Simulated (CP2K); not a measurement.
Two runs for the N K edge of isocyanooxirane. Run A: CP2K XAS_TDP, all-electron GAPW, PBEh(45%), aug-cc-pVDZ, TDA, no relativity. Run B differs in one setting.

First lines with a strength over 0.0015. A:

```tsv
atom	energy (eV)	states	strength, one atom
N2 (bonded to 2 C)	396.93	1	0.0344
	396.99	1	0.0390
	400.11	1	0.0020
	400.77	1	0.0041
	401.10	1	0.0021
```

B:

```tsv
atom	energy (eV)	states	strength, one atom
N2 (bonded to 2 C)	402.05	1	0.0340
	402.11	1	0.0385
	405.23	1	0.0020
	405.89	1	0.0040
	406.22	1	0.0021
```

Q: Which was it: scalar relativity switched on, the functional, the basis, GW2X switched on?

GW2X switched on. GW2X shifts an atom's lines together and keeps their spacings. Against PBEh(45%) in aug-cc-pVDZ, the leading line moves by +5.12 eV, to 402.05 eV.

[Banner, clock and machine lines of the logs are left out without a mark of their own.]

[Logs are printed without paths, hosts, clocks, repeated set-up lines and the standing remarks that a program may print on its own settings, such as how far it seeks lower states.]

[Hosts, paths, dates, database ids (printed as entryN), source tags and the programs' standing remarks are cut or masked in the printed files.]
